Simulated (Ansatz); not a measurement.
# Lattice dynamics of SrLiH3 (model cell, started as cubic perovskite with Sr in the octahedra), part 3 of 3

Aim: the vibrations of SrLiH3 (model cell, started as cubic perovskite with Sr in the octahedra), their spectra, and whether the structure is stable.

Ansatz 0.2.0; DFT PBEsol, scalar-relativistic, plane waves, PAW; PAW set soft_1.

So far. Step 4 (Relaxing to small forces for the phonons): The forces vanish by symmetry and the pressure is -0.002 GPa, within the tolerances set. The cell now holds 19.37 Å³/atom. Step 5 (Zone-centre response): Before it was imposed, the acoustic sum rule was missed by 4.7e-4 eV/Å² and the charge sum rule by 0.0026 e. Small misses are needed for a sound result but don't prove that mesh and cutoff are converged. The relaxed cell has a = 4.592 Å (conventional setting).

The structure was built from a prototype and need not be the compound's stable phase.

### Step 6. The dispersion

Stability and thermal properties need the whole zone. Linear response on a 4×4×4 q mesh gives force constants as far as a supercell of that size would, and the tensors from the zone-centre run are typed in so that the long-range dipole term is interpolated apart.

Input file input.yaml:

```yaml
crystal:
  lattice:
    - [4.5923518809, 0.0, 0.0]
    - [0.0, 4.5923518809, 0.0]
    - [0.0, 0.0, 4.5923518809]
  atoms:
    - { symbol: Li, position: [0.0, 0.0, 0.0] }
    - { symbol: Sr, position: [0.5, 0.5, 0.5] }
    - { symbol: H, position: [0.5, 0.5, 0.0] }
    - { symbol: H, position: [0.5, 0.0, 0.5] }
    - { symbol: H, position: [0.0, 0.5, 0.5] }
kpoints:
  mp_grid: { grid: [8, 8, 8] }
hamiltonian:
  xc: pbesol
  pseudopotentials: { kind: paw, azcp: { folder: soft_1 }, xc_functional: pbe }
scf:
  occupations: { method: fixed }
output:
  eigenvalues: true
phonons:
  method: dfpt
  qmesh: [4, 4, 4]
  temperatures: { t_max: 1000, t_step: 50 }
  qpath:
    path:
      - [[0.0, 0.0, 0.0], [0.0, 0.5, 0.0], [0.5, 0.5, 0.0], [0.0, 0.0, 0.0], [0.5, 0.5, 0.5], [0.0, 0.5, 0.0]]
      - [[0.5, 0.5, 0.5], [0.5, 0.5, 0.0]]
    npoints: 10
  non_analytic_term:
    high_frequency_dielectric_tensor: [[3.8413, 0.0, 0.0], [0.0, 3.8413, 0.0], [0.0, 0.0, 3.8413]]
    born_effective_charges:
      - { species: Li, tensor: [[1.4247, 0.0, 0.0], [0.0, 1.4247, 0.0], [0.0, 0.0, 1.4247]] }
      - { species: Sr, tensor: [[1.5962, 0.0, 0.0], [0.0, 1.5962, 0.0], [0.0, 0.0, 1.5962]] }
      - { species: H, tensor: [[-1.0174, 0.0, 0.0], [0.0, -1.0174, 0.0], [0.0, 0.0, -0.986]] }
      - { species: H, tensor: [[-1.0174, 0.0, 0.0], [0.0, -0.986, 0.0], [0.0, 0.0, -1.0174]] }
      - { species: H, tensor: [[-0.986, 0.0, 0.0], [0.0, -1.0174, 0.0], [0.0, 0.0, -1.0174]] }
    source: "zone-centre run at this cell"
```

The run is started by

```bash
ansatz run input.yaml --threads 8 --pin off --max-ram 16384MiB --backend cpu --events-out ev --progress --plain --runs-dir out
```

Numbers of over 12 decimals in the logs are rounded to 6 here.

Output:

```text
[...]
Crystal: 5 atoms, lattice volume = 96.851 Å³
Basis set: ecut = 420 eV, 1863 PW (Γ), exchange–correlation on 64×64×64 points (8 copies of the dense FFT grid, shifted against one another)
Bands: 13, of which v1, the nominal top of the filled ones, is band 8 counted from 1 (7 counted from 0)
Symmetry: 48 space group operations
k-points: 35 of 512
[...]
SCF iter   1: F=—  HF=-3743.739632 eV  |F-HF|=—  |Δ(HF+E_count)|=         —  Δρ=5.12e-2  dr2=3.90e0  ethr=3.10e-3  ⟨swp⟩=5.8  Hψ=2712  notcnv=0  defer=47
[...]
SCF iter  10: F=-3742.336111 eV  HF=-3742.336111 eV  |F-HF|=9.09e-13  |Δ(HF+E_count)|=  1.18e-11  Δρ=3.32e-8  dr2=6.26e-13  ethr=1.00e-12  ⟨swp⟩=14.1  Hψ=3559  notcnv=0
SCF 1 converged in 10 iterations: F = -3742.336111 eV  dr2 = 6.26e-13
[...]
NSCF: frozen V_eff on 35 k-points
[...]
DFPT response loops at q = (0, 0, 0) (fractional): preconditioner auto → none (the input reference at scf.mixing.eps_inf says where Resta's filter doesn't serve); β = 0.50; Broyden in place of MSR1
[...]
SCF converged after 10 iterations
Free energy (F): -3742.336111 eV
[...]
Internal energy: -3742.336111 eV  (E = F + TS)
E sigma→0 (E₀):  -3742.336111 eV
Fermi energy:    0.738026 eV
[...]
--- Band table (eV; the first three rows and the last of 35) ---
  k-point 0: bands = [... 4 lower, -14.1250, -2.5123, -0.2674, -0.2674, 5.8806, 5.8806, 5.8806, 6.0263, ... 1 higher]
  k-point 1: bands = [... 4 lower, -14.1241, -2.4050, -0.2470, -0.2257, 5.1991, 5.7756, 5.7756, 6.6173, ... 1 higher]
  k-point 2: bands = [... 4 lower, -14.1221, -2.1250, -0.1966, -0.1523, 4.6703, 5.5500, 5.5500, 6.9602, ... 1 higher]
  k-point 34: bands = [... 4 lower, -14.2346, 0.7380, 0.7380, 0.7380, 3.0032, 3.0032, 3.0032, 5.1840, ... 1 higher]
--- Phonons (Γ-DFPT): 4 representative perturbations + reference (Σ response iterations 13) ---
  ASR residual: 4.126e-5 → 0.000e0 eV/Å²; symmetrization residual: 1.535e-7 eV/Å²
  ASR residual per site (eV/Å²): 4.96e-7 4.13e-5 7.34e-6 7.34e-6 7.34e-6
[...]
--- Phonons (arbitrary-q DFPT): 10 irreducible q on the 4×4×4 mesh ---
  q = [0.0000, 0.0000, 0.0000] (star 1, of the zone-centre solve; hermiticity 4.51e-8, symmetrization 1.10e-13): -421.12 -421.12 -421.12 -419.01 -419.01 -419.01 -0.00 -0.00 0.00 241.57 241.57 241.57 1287.21 1287.21 1287.21
  q = [0.0000, 0.0000, 0.2500] (star 6, 9 solved perturbations in 1560 linear systems a pass and spin channel, the states on 200 of 512 k-point pairs; hermiticity 8.69e-8, symmetrization 6.52e-14): -409.74 -409.74 -380.72 -380.72 -359.67 37.15 37.15 86.87 139.79 211.85 211.85 431.98 1286.85 1286.85 1351.29
[...]
q = [0.0000, 0.2500, -0.5000] (star 12, 15 solved perturbations on 200 of 512 k-point pairs; hermiticity 7.92e-8, symmetrization 5.82e-9): -495.16 -370.48 -340.79 -323.31 -319.46 68.22 94.91 102.03 120.89 305.34 321.36 472.63 1286.16 1299.07 1367.38
[...]
sum rule: each row above includes the acoustic sum rule's correction from the zone centre's row sums; it moved no ω² by more than (1.41 cm⁻¹)²
  mesh force constants: q→R imaginary residual 8.35e-19; ASR residual 4.126e-5 → 0.000e0 eV/Å²; symmetrization residual 7.105e-15 eV/Å²
  interpolated dispersion: 63 rows × 15 modes
  density of states and harmonic sums: on the 16×16×16 q-mesh, interpolated from the force constants of a 4×4×4 supercell (with the dipole–dipole term of supplied tensors)
  largest difference from the sums on the solved wave vectors: F 1.22e-3 eV, S 4.67e-6 and C_V 2.72e-6 eV/K
  zero-point energy: 0.338391 eV/cell   skipped modes (ω ≤ 0): 917, of them read as no rigid motion or as one in doubt: 914 (5.555e0 modes/cell left out, lowest -559.76 cm⁻¹)   left out of the sums: 3.70e-1 of the cell's modes: C_V's classical limit lies that fraction below 3 k_B per atom; for a crystal, a wire or a layer, F and S can be off by more, and a phonons.interpolated_qmesh denser along its periods is the remedy for the sampling
```

Wall time 2.1 min (8 threads of Intel Xeon at 2.60GHz (Ice Lake), shared host); peak memory 1.5 GiB; 15 min of CPU time.

This step gave:

```
sum-rule residual before enforcement                    : 4.13e-5 eV/Å²
lowest frequency on the path                            : -559.8 cm⁻¹
highest frequency on the path or at a solved wavevector : 1389 cm⁻¹
lowest mode on the q mesh (acoustic modes at Γ apart)   : -559.8 cm⁻¹
```

Frequencies (cm⁻¹) solved at each irreducible wavevector; negative means imaginary. Frequencies by wavevector, by row:

```
q in reciprocal lattice units  star  mode 1  mode 2  mode 3  mode 4  mode 13  mode 14  mode 15
                        0 0 0     1  -421.1  -421.1  -421.1    -419     1287     1287     1287
                     0 0 0.25     6  -409.7  -409.7  -380.7  -380.7     1287     1287     1351
                     0 0 -0.5     3  -396.8  -396.8    -347    -347     1286     1286     1363
                  0 0.25 0.25    12  -478.1  -380.4  -370.6    -357     1286     1296     1357
                  0 0.25 -0.5    12  -495.2  -370.5  -340.8  -323.3     1286     1299     1367
                  0 -0.5 -0.5     3  -553.5  -361.7  -361.7  -282.1     1286     1307     1376
               0.25 0.25 0.25     8  -491.8  -465.5  -465.5  -280.3     1296     1296     1363
               0.25 0.25 -0.5    12  -508.7  -478.7  -471.8  -294.2     1295     1300     1373
               0.25 -0.5 -0.5     6  -556.6  -495.7  -495.7  -283.4     1297     1306     1381
               -0.5 -0.5 -0.5     1  -559.8  -559.8  -559.8  -280.4     1306     1306     1389
```

Interpolated from a 4×4×4 q mesh, with the LO-TO term (at Γ the limit along the path; where Γ stands inside the path, tables give the limit on arrival). Phonon branches along the path, in cm⁻¹:

```
    point  branch 1  branch 2  branch 3  branch 4  branch 12  branch 13  branch 14  branch 15
        Γ      -421      -421      -421      -419        412       1287       1287       1341
  halfway      -410      -410      -381      -381        432       1287       1287       1351
        X      -397      -397      -347      -347        452       1286       1286       1363
  halfway      -495      -370      -341      -323        473       1286       1299       1367
        M      -554      -362      -362      -282        488       1286       1307       1376
  halfway      -478      -380      -371      -357        451       1286       1296       1357
        Γ      -421      -421      -421      -419        412       1287       1287       1341
  halfway      -492      -466      -466      -280        469       1296       1296       1363
        R      -560      -560      -560      -280        523       1306       1306       1389
  halfway      -509      -479      -472      -294        491       1295       1300       1373
        X      -397      -397      -347      -347        452       1286       1286       1363
jump to R      -560      -560      -560      -280        523       1306       1306       1389
  halfway      -557      -496      -496      -283        507       1297       1306       1381
        M      -554      -362      -362      -282        488       1286       1307       1376
```

Tetrahedra on a 16×16×16 mesh, mean over bins of 20 cm-1. Interpolated from a 4×4×4 q mesh. The phonon density of states by wavenumber; read off at these points:

```
wavenumber (cm⁻¹)  phonon density of states (1/cm⁻¹/cell)
             -570                                  5.0e-5
             -510                                  0.0114
             -470                                  0.0127
             -410                                  0.0272
             -350                                  0.0120
             -310                                  0.0172
             -290                                  0.0411
             -250                                 0.00141
             -190                                 0.00242
             -150                                 0.00283
              -90                                 0.00224
              -50                                 0.00152
               10                                 0.00226
               70                                  0.0225
              110                                  0.0307
              130                                  0.0404
              170                                 0.00216
              230                                 0.00757
              270                                 0.00685
              330                                 0.00753
              390                                 0.00754
              430                                 0.00979
              490                                  0.0164
              550                                       0
              590                                       0
              650                                       0
              710                                       0
              750                                       0
              810                                       0
              870                                       0
              910                                       0
              970                                       0
             1010                                       0
             1070                                       0
             1130                                       0
             1170                                       0
             1230                                       0
             1290                                  0.0774
             1330                                  5.0e-5
             1370                                  0.0339
             1390                                 0.00299
```

The partial phonon density of states has structure finer than the step of the table below, so its rows give means over 50 cm⁻¹, whole bins alone (the curve runs from -568 to 1439 cm⁻¹). Peaks (cm⁻¹: height): H -403.7: 0.0193, 467.4: 0.0167, 1287.9: 0.0471, 1363.6: 0.0227; Li -290.1: 0.0175, 126.5: 0.00473, 240.1: 0.00455; Sr 126.5: 0.0293.

Phonopy on the run's constants, 13x13x13 mesh, Gaussian sigma 14.3 cm-1. Interpolated from a 4×4×4 q mesh. The partial phonon density of states by wavenumber; means over each step; values in 1/cm⁻¹/cell:

```
wavenumber (cm⁻¹)        H       Li       Sr
             -500   0.0116   2.1e-4   4.7e-6
             -450   0.0145  0.00107   1.7e-5
             -400   0.0183  0.00331   3.0e-5
             -350   0.0107  0.00328   1.4e-5
             -300   0.0114   0.0118   2.3e-5
             -250  0.00248  0.00554   9.5e-6
             -200   2.6e-4  0.00202   1.6e-5
             -150   2.7e-4  0.00253   4.7e-5
             -100   2.9e-4  0.00225   1.1e-4
              -50   1.6e-4  0.00107   1.7e-4
                0   1.1e-4   5.3e-4  0.00128
               50   5.2e-4  0.00177   0.0131
              100   9.5e-4  0.00304   0.0263
              150  0.00119  0.00359   0.0165
              200  0.00111  0.00264   5.3e-4
              250  0.00249  0.00401   4.2e-4
              300  0.00328  0.00332   3.1e-4
              350  0.00457  0.00316   2.9e-4
              400  0.00569  0.00221   2.0e-4
              450   0.0129  0.00142   3.1e-4
              500  0.00985  0.00105   1.2e-4
              550   5.5e-4   8.9e-5   1.1e-6
              600        0        0        0
              650        0        0        0
              700        0        0        0
              750        0        0        0
              800        0        0        0
              850        0        0        0
              900        0        0        0
              950        0        0        0
             1000        0        0        0
             1050        0        0        0
             1100        0        0        0
             1150        0        0        0
             1200   1.2e-7        0        0
             1250  0.00497        0   3.7e-5
             1300   0.0337        0   1.9e-4
             1350   0.0149   1.4e-5   4.6e-5
             1400  0.00612   1.6e-6   1.1e-5
```

Symmetry leaves 10 wavevectors to solve. The lowest mode among them, the acoustic zeros apart, lies at q = (-0.5, -0.5, -0.5) and is imaginary, 559.8i cm⁻¹, so the energy falls along it.

### Step 7. What came out

* space group after relaxation (within 0.01 Å): Pm-3m
* volume per atom: 19.4 Å³
* gap on the k-mesh: 1.66 eV
* highest optical mode at the zone centre (no LO-TO term): 1287 cm⁻¹
* top of the zone-centre spectrum with the field: 1341 cm⁻¹
* lowest optical zone-centre mode: -421 cm⁻¹
* mean high-frequency dielectric constant: 3.84
* largest Born charge (third of the trace): 1.60 e
* lowest mode on the q mesh (acoustic modes at Γ apart): -560 cm⁻¹
* highest frequency on the path or at a solved wavevector: 1389 cm⁻¹
* imaginary modes on the 4×4×4 q mesh: yes

Modes are clearly imaginary (beyond 10i cm⁻¹) at 10 of the 10 irreducible wavevectors, most at q = (-0.5, -0.5, -0.5) (559.8i cm⁻¹), so this structure is not a minimum of the energy. Without the field, the optical modes at Γ span -421 to 1287 cm⁻¹ (negative means imaginary). The highest mode in this list at Γ, 1287.2 cm⁻¹, is mostly motion of H (99 % of the kinetic energy). With the macroscopic field of the longitudinal modes the top of the zone-centre spectrum lies at 1341 cm⁻¹, against 1287 cm⁻¹ without it. Among the real modes, the strongest infrared line is at 1287 cm⁻¹. The PAW files were made for PBE and serve the other functionals too. The starting cell was built on a prototype and not taken from a measurement, so the phase need not exist. These are harmonic frequencies at zero temperature: anharmonic shifts, linewidths and thermal expansion are left out.

[Logs are printed without paths, hosts, clocks, repeated set-up lines and the standing remarks that a program may print on its own settings, such as how far it seeks lower states.]

[Hosts, paths, dates, database ids (printed as entryN), source tags and the programs' standing remarks are cut or masked in the printed files.]
